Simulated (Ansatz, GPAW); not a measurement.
# STM contrast on Mg/Ti(0001), part 2 of 2

What would a tunnelling microscope show on Mg/Ti(0001)?

GPAW 26.7.0 and Ansatz 0.2.0; Ansatz plane waves; slab in vacuum with a dipole correction, relaxation (the session's first sound run).

So far, lower work function (eV): step 2 (relaxation) 4.41.

## 3. The slab's potential (continued)

Force by atom:

| atom | x (eV/Å) | y (eV/Å) | z (eV/Å) | size |
| --- | --- | --- | --- | --- |
| Ti1 | 0.014 | -0.009 | 0.567 | 0.567 |
| Ti2 | -0.053 | 0.031 | -0.623 | 0.626 |
| Ti3 | -0.001 | -0.004 | -0.012 | 0.013 |
| Ti4 | 0.000 | 0.002 | 0.022 | 0.022 |
| Ti5 | 0.000 | 0.001 | 0.537 | 0.537 |
| Ti6 | 0.000 | -0.003 | -0.434 | 0.434 |
| Ti7 | 0.000 | 0.002 | 0.001 | 0.003 |
| Ti8 | 0.000 | 0.001 | 0.017 | 0.017 |
| Ti9 | -0.014 | -0.009 | 0.567 | 0.567 |
| Ti10 | 0.053 | 0.031 | -0.623 | 0.626 |
| Ti11 | 0.001 | -0.004 | -0.012 | 0.013 |
| Ti12 | 0.000 | 0.002 | 0.022 | 0.022 |
| Ti13 | 0.000 | 0.017 | 0.566 | 0.567 |
| Ti14 | 0.000 | -0.061 | -0.619 | 0.622 |
| Ti15 | 0.000 | 0.004 | -0.005 | 0.007 |
| Ti16 | 0.000 | -0.001 | 0.019 | 0.019 |
| Mg17 | 0.000 | 0.001 | 0.006 | 0.006 |

The potential is flat to 5.5e-4 eV/Å where it is read, so the vacuum is wide enough. The geometry is the other program's minimum; here the largest force on a free atom is 0.022 eV/Å.

## 4. A second plane-wave code

A second program with its own datasets checks the number independently.

This step: Ansatz plane waves; slab in vacuum with a dipole correction (Ansatz 0.2.0).

Input file input.yaml:

```yaml
crystal:
  lattice:
    - [5.9, 0.0, 0.0]
    - [2.95, 5.1095498823, 0.0]
    - [0.0, 0.0, 27.8220986065]
  atoms:
    - { symbol: Ti, position: [0.3333333333, 0.3333333334, 0.3234838654] }
    - { symbol: Ti, position: [0.0, 0.0, 0.4076723385] }
    - { symbol: Ti, position: [0.3256205887, 0.3372038435, 0.4941906175] }
    - { symbol: Ti, position: [0.0033102097, -0.0021157452, 0.5711261492] }
    - { symbol: Ti, position: [0.3333333333, 0.8333333333, 0.3234838654] }
    - { symbol: Ti, position: [0.0, 0.5, 0.4076723385] }
    - { symbol: Ti, position: [0.3334937773, 0.8330124453, 0.4912940309] }
    - { symbol: Ti, position: [0.00025472, 0.49949056, 0.5784241209] }
    - { symbol: Ti, position: [0.8333333333, 0.3333333334, 0.3234838654] }
    - { symbol: Ti, position: [0.5, 0.0, 0.4076723385] }
    - { symbol: Ti, position: [0.8371755677, 0.3372038435, 0.4941906175] }
    - { symbol: Ti, position: [0.4988055355, -0.0021157452, 0.5711261492] }
    - { symbol: Ti, position: [0.8333333333, 0.8333333333, 0.3234838654] }
    - { symbol: Ti, position: [0.5, 0.5, 0.4076723385] }
    - { symbol: Ti, position: [0.8375441862, 0.8249116275, 0.4940785788] }
    - { symbol: Ti, position: [0.4984783308, 0.5030433384, 0.5712841261] }
    - { symbol: Mg, position: [0.3324956676, -0.1649913352, 0.6561223001] }
kpoints:
  mp_grid: { grid: [6, 6, 1] }
hamiltonian:
  xc: pbe
scf:
  occupations: { method: fermi_dirac, width: 0.1 }
efield:
  axis: 3
  dipole_correction: true
  ramp_width: 0.05
output:
  forces: true
  band_densities:
    - { e_range: [-2.0, 0] }
    - { e_range: [-1.0, 0] }
    - { e_range: [0, 1.5] }
  write_potential: true
  write_density: true
  volumetric_format: npy
```

Launch:

```
> ansatz run input.yaml --threads 4 --pin off --max-ram 8192MiB --backend cpu --events-out ev --progress --plain --runs-dir out
```

Run time: 2.6 min. Hardware: 4 threads of Arm Neoverse V1, shared host; peak memory 3.5 GiB.

Numbers from this step:

```
upper work function            : 3.043 eV
lower work function            : 4.411 eV
dipole along the normal        : 0.2279 e·Å
dipole field                   : 0.04917 V/Å
vacuum level above             : 5.333 eV
vacuum level below             : 6.700 eV
corrugation e range -2 0 4     : 0.6365 Å
decay e range -2 0             : 1.025 Å⁻¹
apparent barrier e range -2 0  : 4.001 eV, hbar² kappa² / 2m (holds the in-plane momentum too)
corrugation e range -1 0 4     : 0.5888 Å
decay e range -1 0             : 0.9757 Å⁻¹
apparent barrier e range -1 0  : 3.627 eV, hbar² kappa² / 2m (holds the in-plane momentum too)
corrugation e range 0 1.5 4    : 1.052 Å
decay e range 0 1.5            : 0.7272 Å⁻¹
apparent barrier e range 0 1.5 : 2.015 eV, hbar² kappa² / 2m (holds the in-plane momentum too)
```

The electrostatic potential energy of an electron (with the applied field's), less the Fermi level, planar mean oscillates, so the rows of the table below give means over windows of 1 Å about each position, cut where the curve ends. Its maxima inside the range that stand out by 2 % of the span (Å: eV): 2.2: 4.41, 10.1: -0.181, 12.6: -0.194, 14.8: -1.19, 17.5: 1.59. Its minima: 9.0: -12.8, 11.3: -12.6, 13.8: -12.5, 15.9: -12.5, 18.3: -0.873.

Electrostatic potential energy of an electron (with the applied field's), less the Fermi level, planar mean against z; means over each step:

z (Å), electrostatic potential energy of an electron (with the applied field's), less the Fermi level, planar mean (eV) and a bar from the least value:
```
        0        4.2 ##############################
        1        4.4 ##############################
        2        4.4 ##############################
        3        4.4 ##############################
        4        4.4 ##############################
        5        4.4 ##############################
        6        4.3 ##############################
        7        3.6 ############################
        8       -1.8 ##################
        9      -11.2 
       10       -2.5 #################
       11       -9.2 ####
       12       -5.8 ##########
       13       -5.0 ############
       14       -9.9 ###
       15       -3.6 ###############
       16      -11.0 
       17       -1.3 ###################
       18        0.1 ######################
       19        1.4 ########################
       20        2.8 ###########################
       21        3.0 ###########################
       22        3.0 ###########################
       23        3.0 ###########################
       24        3.0 ###########################
       25        3.0 ###########################
       26        3.0 ###########################
       27        3.3 ############################
```

The valence density, planar mean oscillates, so the rows of the table below give means over windows of 2.32 Å about each position, cut where the curve ends. Its maxima inside the range that stand out by 2 % of the span (Å: e/Å³): 9.0: 1.49, 11.3: 1.49, 13.8: 1.48, 15.9: 1.47, 18.3: 0.455. Its minima: 10.1: 0.191, 12.5: 0.183, 14.8: 0.218, 17.5: 0.0728.

Table of valence density, planar mean by z; means over each step:

z (Å), valence density, planar mean (e/Å³) and a bar:
```
     3.48       0.00 
     5.80       0.00 
     8.12       0.50 ####################
    10.44       0.68 ###########################
    12.76       0.65 ##########################
    15.08       0.74 ##############################
    17.40       0.29 ############
    19.72       0.02 #
    22.04       0.00 
    24.36       0.00
```

E_range_-2_0. The planar mean of the window's density by height over the top atom:

| height over the top atom (Å) | planar mean of the window's density (e/Å³) |
| --- | --- |
| 1.50 | 0.00482 |
| 1.70 | 0.00346 |
| 1.90 | 0.00244 |
| 2.10 | 0.00169 |
| 2.30 | 0.00116 |
| 2.50 | 7.9e-4 |
| 2.70 | 5.4e-4 |
| 2.90 | 3.6e-4 |
| 3.10 | 2.4e-4 |
| 3.30 | 1.6e-4 |
| 3.50 | 1.1e-4 |
| 3.70 | 7.2e-5 |
| 3.90 | 4.8e-5 |
| 4.10 | 3.2e-5 |
| 4.30 | 2.1e-5 |
| 4.50 | 1.4e-5 |
| 4.70 | 9.2e-6 |
| 4.90 | 6.1e-6 |
| 5.10 | 4.0e-6 |
| 5.30 | 2.6e-6 |
| 5.50 | 1.7e-6 |
| 5.70 | 1.2e-6 |
| 5.90 | 7.6e-7 |
| 6.10 | 5.0e-7 |
| 6.30 | 3.3e-7 |
| 6.50 | 2.2e-7 |
| 6.70 | 1.5e-7 |
| 6.90 | 9.7e-8 |
| 7.10 | 6.4e-8 |
| 7.30 | 4.3e-8 |
| 7.50 | 2.8e-8 |
| 7.70 | 1.9e-8 |
| 7.90 | 1.3e-8 |

Density over a1 and a2. Constant height 4 Å over the top atom, window e_range_-2_0.

Ten even steps from '0' (2.18 × 1e-5 e/Å³) to '9' (7.94 × 1e-5 e/Å³), each cell a mean:
```
345677888887665433211100011123
345677899998876543321110011122
344667899999887654322111001112
234567889999988765432211000112
223456788999998765433211000011
122345677899988766543211100001
112234566778887766543221100000
011223445667777665543221100000
000112334455666655443221100000
000011223344455544433221100000
000000112233334433332211100000
000000011122222332222111100000
000000000111122222221111000000
000000000011111111111111000000
000000000000011111111100000000
111111111111000000000000001111
122222221111110000000000011111
222333322221111000000000011112
333444443332221110000000011122
334455555443322111000000011222
345566666655433221100000011223
445667777766554322111000011223
```
Columns: a1 from 0 to 0.975; rows upwards: a2 from 0 to 0.975.

Tip height over the top atom over a1 and a2. Constant current at the density 3.904e-05 e/Å^3, window e_range_-2_0.

Values in Å, 12 rows by 16 columns, each cell a mean:
```
4.08 4.16 4.22 4.26 4.28 4.27 4.24 4.18 4.10 4.01 3.91 3.84 3.80 3.82 3.89 3.98
4.04 4.13 4.21 4.27 4.30 4.31 4.29 4.25 4.18 4.10 3.99 3.90 3.83 3.81 3.85 3.93
3.96 4.06 4.15 4.22 4.28 4.30 4.30 4.27 4.22 4.15 4.05 3.95 3.86 3.80 3.81 3.86
3.86 3.95 4.05 4.14 4.20 4.24 4.26 4.25 4.22 4.16 4.08 3.98 3.88 3.80 3.76 3.78
3.76 3.83 3.93 4.02 4.10 4.15 4.18 4.19 4.17 4.13 4.06 3.98 3.89 3.80 3.73 3.72
3.69 3.73 3.81 3.89 3.96 4.02 4.07 4.09 4.09 4.07 4.02 3.96 3.88 3.80 3.73 3.69
3.69 3.70 3.74 3.78 3.84 3.89 3.94 3.97 3.98 3.97 3.94 3.91 3.85 3.80 3.74 3.71
3.76 3.76 3.77 3.78 3.79 3.81 3.84 3.85 3.86 3.87 3.86 3.84 3.82 3.80 3.78 3.77
3.87 3.87 3.87 3.87 3.85 3.83 3.81 3.80 3.79 3.79 3.78 3.79 3.80 3.81 3.83 3.85
3.97 3.99 4.01 4.00 3.98 3.94 3.89 3.84 3.79 3.76 3.75 3.75 3.78 3.82 3.88 3.92
4.04 4.09 4.12 4.12 4.11 4.07 4.02 3.95 3.88 3.81 3.77 3.75 3.78 3.83 3.90 3.97
4.08 4.14 4.19 4.21 4.21 4.19 4.14 4.07 3.99 3.91 3.83 3.78 3.79 3.83 3.91 3.99
```
Columns: a1 from 0 to 0.975; rows upwards: a2 from 0 to 0.975.

E_range_-1_0. The planar mean of the window's density by height over the top atom:

| height over the top atom (Å) | planar mean of the window's density (e/Å³) |
| --- | --- |
| 1.50 | 0.00240 |
| 1.90 | 0.00126 |
| 2.10 | 8.9e-4 |
| 2.50 | 4.4e-4 |
| 2.70 | 3.0e-4 |
| 3.10 | 1.4e-4 |
| 3.30 | 9.8e-5 |
| 3.70 | 4.6e-5 |
| 3.90 | 3.1e-5 |
| 4.30 | 1.4e-5 |
| 4.50 | 9.5e-6 |
| 4.90 | 4.3e-6 |
| 5.10 | 2.9e-6 |
| 5.50 | 1.3e-6 |
| 5.70 | 8.7e-7 |
| 6.10 | 3.9e-7 |
| 6.30 | 2.6e-7 |
| 6.70 | 1.2e-7 |
| 6.90 | 7.9e-8 |
| 7.30 | 3.6e-8 |
| 7.50 | 2.4e-8 |
| 7.90 | 1.1e-8 |

Density over a1 and a2. Constant height 4 Å over the top atom, window e_range_-1_0.

Ten even steps from '0' (1.50 × 1e-5 e/Å³) to '9' (4.67 × 1e-5 e/Å³), each cell a mean:
```
455677888887765443221111111223
445678899998876554322111111223
345677899999987654432211111122
334567899999988765433211111112
233456789999998766543221111111
123445678899988776543221110011
112334566788888766543221100000
011223455667777766543321100000
000112334556666655443221100000
000011223344555554433221100000
000001112233444444333221100000
000000111222333333322211100000
000000001112222222222211110000
000000001111111222221111110000
100001111111111111111111111111
111111111111111111111111111111
222222222111111111111111111112
233333333222211111111111111222
334444444333222111111111111223
344555555544332221111111112223
445566666655443322111111112233
455667777776554332211111112233
```
Columns: a1 from 0 to 0.975; rows upwards: a2 from 0 to 0.975.

Tip height over the top atom over a1 and a2. Constant current at the density 2.540e-05 e/Å^3, window e_range_-1_0.

Ten even steps from '_' (3.70 Å) to '@' (4.29 Å), each cell a mean:
```
****##%%%%%%@@@@@@@@@@%%%%####****++==----::::::::::--====++
++**##%%%%%%@@@@@@@@@@@@@@%%%%##****++==----::::::::----==++
++**####%%%%@@@@@@@@@@@@@@@@%%%%##**++++==----::::::::----==
==++**####%%@@@@@@@@@@@@@@@@@@%%####**++====--::::::::::--==
==++++**##%%%%@@@@@@@@@@@@@@@@%%%%##****++==--::::::::::::--
--====++**##%%%%%%@@@@@@@@@@@@%%%%####**++==----::::....::::
::----==++**####%%%%%%@@@@@@%%%%%%####**++==----::..........
..::::--==++****####%%%%%%%%%%%%####****++====--::....____..
__....::--==++++****################****++====--::....______
____....::----==++++******######******++++==----::....______
________..::::--====++++++**********++++====----::....______
__________..::::----======++++++++++++====------::....______
__________......::::------==============------::::......____
................::::::::--------------------::::::::........
..........::::::::::::::::::::::::----::::::::::::::::::::::
::::::::::::::::::::::::::::::::::::::::::::::::::::::::::::
----==========----------::::::::::::::::::::::::::::::------
====++++++++++++========------::::::::::::::::::::::------==
++++++**********++++++++====----::::::::::::::::::----======
++******##########******++++====----::::::::::::::----====++
****########%%%%########****++====----::::::::::::----====++
****####%%%%%%%%%%%%%%%%####**++++==----::::::::::----====++
```
Columns: a1 from 0 to 0.975; rows upwards: a2 from 0 to 0.975.

E_range_0_1.5. Table of planar mean of the window's density by height over the top atom:

height over the top atom (Å), log10 planar mean of the window's density (e/Å³) and a bar from the least value:
```
     1.50       -1.8 ##############################
     1.70       -1.9 #############################
     1.90       -2.0 #############################
     2.10       -2.1 ############################
     2.30       -2.2 ###########################
     2.50       -2.3 ##########################
     2.70       -2.4 #########################
     2.90       -2.6 ########################
     3.10       -2.7 #######################
     3.30       -2.8 ######################
     3.50       -2.9 ######################
     3.70       -3.1 #####################
     3.90       -3.2 ####################
     4.10       -3.3 ###################
     4.30       -3.4 ##################
     4.50       -3.6 #################
     4.70       -3.7 ################
     4.90       -3.8 ###############
     5.10       -4.0 ##############
     5.30       -4.1 #############
     5.50       -4.2 ############
     5.70       -4.3 ###########
     5.90       -4.5 ##########
     6.10       -4.6 #########
     6.30       -4.7 ########
     6.50       -4.9 #######
     6.70       -5.0 ######
     6.90       -5.1 #####
     7.10       -5.2 ####
     7.30       -5.4 ###
     7.50       -5.5 ##
     7.70       -5.6 #
     7.90       -5.8
```

Density over a1 and a2. Constant height 4 Å over the top atom, window e_range_0_1.5.

Values in units of 1e-3 e/Å³, 12 rows by 16 columns, each cell a mean:
```
0.7 0.8 1.0 1.1 1.1 1.1 1.0 0.9 0.7 0.6 0.5 0.4 0.4 0.4 0.4 0.5
0.6 0.8 0.9 1.1 1.2 1.2 1.2 1.0 0.9 0.7 0.6 0.5 0.4 0.4 0.4 0.5
0.5 0.7 0.8 1.0 1.1 1.2 1.2 1.1 1.0 0.8 0.6 0.5 0.4 0.4 0.4 0.4
0.4 0.5 0.7 0.8 0.9 1.0 1.1 1.0 1.0 0.8 0.7 0.6 0.5 0.4 0.4 0.4
0.4 0.4 0.5 0.6 0.7 0.8 0.9 0.9 0.9 0.8 0.7 0.6 0.5 0.4 0.3 0.3
0.3 0.4 0.4 0.5 0.5 0.6 0.7 0.7 0.7 0.7 0.6 0.5 0.4 0.4 0.3 0.3
0.3 0.3 0.4 0.4 0.4 0.4 0.5 0.5 0.5 0.5 0.5 0.5 0.4 0.4 0.4 0.3
0.4 0.4 0.4 0.4 0.4 0.4 0.4 0.4 0.4 0.4 0.4 0.4 0.4 0.4 0.4 0.4
0.4 0.5 0.5 0.4 0.4 0.4 0.4 0.4 0.3 0.3 0.3 0.3 0.4 0.4 0.4 0.4
0.5 0.6 0.6 0.6 0.5 0.5 0.4 0.4 0.3 0.3 0.3 0.3 0.3 0.4 0.4 0.5
0.6 0.7 0.8 0.8 0.7 0.7 0.6 0.5 0.4 0.4 0.3 0.3 0.3 0.4 0.4 0.5
0.7 0.8 0.9 1.0 0.9 0.9 0.8 0.7 0.5 0.4 0.4 0.3 0.3 0.4 0.4 0.5
```
Columns: a1 from 0 to 0.975; rows upwards: a2 from 0 to 0.975.

Tip height over the top atom over a1 and a2. Constant current at the density 5.677e-04 e/Å^3, window e_range_0_1.5.

Ten even steps from '0' (3.40 Å) to '9' (4.44 Å), each cell a mean:
```
677889999999887765433211123445
677889999999988776544322222345
667889999999998877654332222345
567788999999999887665433222334
456778899999999988765543222234
445677889999999988776543322223
344567788899999888776544322122
233456677888888888776554322111
122345566778888877766554322111
111234455667777777666544322110
001123344556666666655543322110
001112233444555555554443322111
111111222333444444444333222111
222222222222333333333322222222
222222222222222222222222222222
333433333322211111111111222233
444555444433221100000011122334
555666655544332110000001123344
566667666655443221000001123445
667777777776654332100000123445
677788888877765543211001123455
677888899888776654322111123455
```
Columns: a1 from 0 to 0.975; rows upwards: a2 from 0 to 0.975.

Force by atom:

| atom | x (eV/Å) | y (eV/Å) | z (eV/Å) | size |
| --- | --- | --- | --- | --- |
| Ti1 | 0.014 | -0.009 | 0.576 | 0.576 |
| Ti2 | -0.052 | 0.030 | -0.620 | 0.623 |
| Ti3 | 0.001 | -0.005 | -0.003 | 0.006 |
| Ti4 | 0.001 | 0.001 | 0.001 | 0.002 |
| Ti5 | 0.000 | 0.001 | 0.546 | 0.546 |
| Ti6 | 0.000 | -0.003 | -0.432 | 0.432 |
| Ti7 | 0.000 | 0.002 | 0.006 | 0.006 |
| Ti8 | 0.000 | 0.001 | 0.006 | 0.006 |
| Ti9 | -0.014 | -0.009 | 0.576 | 0.576 |
| Ti10 | 0.052 | 0.030 | -0.620 | 0.623 |
| Ti11 | -0.001 | -0.005 | -0.003 | 0.006 |
| Ti12 | -0.001 | 0.001 | 0.001 | 0.002 |
| Ti13 | 0.000 | 0.017 | 0.575 | 0.575 |
| Ti14 | 0.000 | -0.060 | -0.616 | 0.619 |
| Ti15 | 0.000 | 0.006 | 0.004 | 0.007 |
| Ti16 | 0.000 | 0.001 | -0.002 | 0.002 |
| Mg17 | 0.000 | 0.001 | 0.004 | 0.004 |

The upper face's work function is 3.043 eV, against 3.042 eV in the first plane-wave PBE run at this geometry.

## 5. Side by side

Results and costs are gathered.

This step: comparison of work functions, dipole and cost (GPAW 26.7.0).

Ladder, by row:

| step | code | work function, upper (eV) | work function, lower (eV) | dipole (e Å) | wall time (s) | peak memory (GiB) | threads |
| --- | --- | --- | --- | --- | --- | --- | --- |
| pw | GPAW | 3.042 | 4.416 | 0.2289 | 6417 | 2.23 | 1 |
| ansatz | Ansatz | 3.043 | 4.411 | 0.2279 | 154.7 | 3.498 | 4 |

## 6. Summary of results

```json
{
 "work function, upper and lower face": "3.042 and 4.416 eV",
 "dipole along the normal": "0.229 e Å",
 "corrugation at -2 V": "0.650 Å",
 "corrugation at -1 V": "0.597 Å",
 "corrugation at 1.5 V": "1.05 Å"
}
```

**Reading.** The corrugation at constant current is largest at 1.5 V, where the tip height varies by 1.1 Å over the cell. Negative sample bias images filled states, positive bias empty ones. The two faces differ by 1.4 eV, the step that the slab's dipole makes (e p/(ε0 A) gives 1.4 eV), so the dipole layer is needed. The two plane-wave codes differ by 1.6e-4 eV on the upper face. The images are of Tersoff-Hamann type: an s-wave tip, no tip-sample forces, heights closer than in a microscope. Ansatz gives corrugations of 0.64 Å at -2 V (GPAW 0.65), 0.59 Å at -1 V (GPAW 0.60) and 1.1 Å at 1.5 V (GPAW 1.1). GPAW's time includes a further run over the whole zone for the images, so the two times are not like for like. The cell of 30.1 Å² holds one Mg, started on one chosen site; other sites and coverages weren't tried. The runs had no spin polarisation, so a magnetic state, which thin layers of d-metal atoms can have, wasn't tested. The in-plane lattice was kept as typed, which isn't the functional's own and leaves some strain; spin-orbit coupling and temperature are left out.

[Logs are printed without paths, hosts, clocks, repeated set-up lines and the standing remarks that a program may print on its own settings, such as how far it seeks lower states.]

[Hosts, paths, dates, database ids (printed as entryN), source tags and the programs' standing remarks are cut or masked in the printed files.]
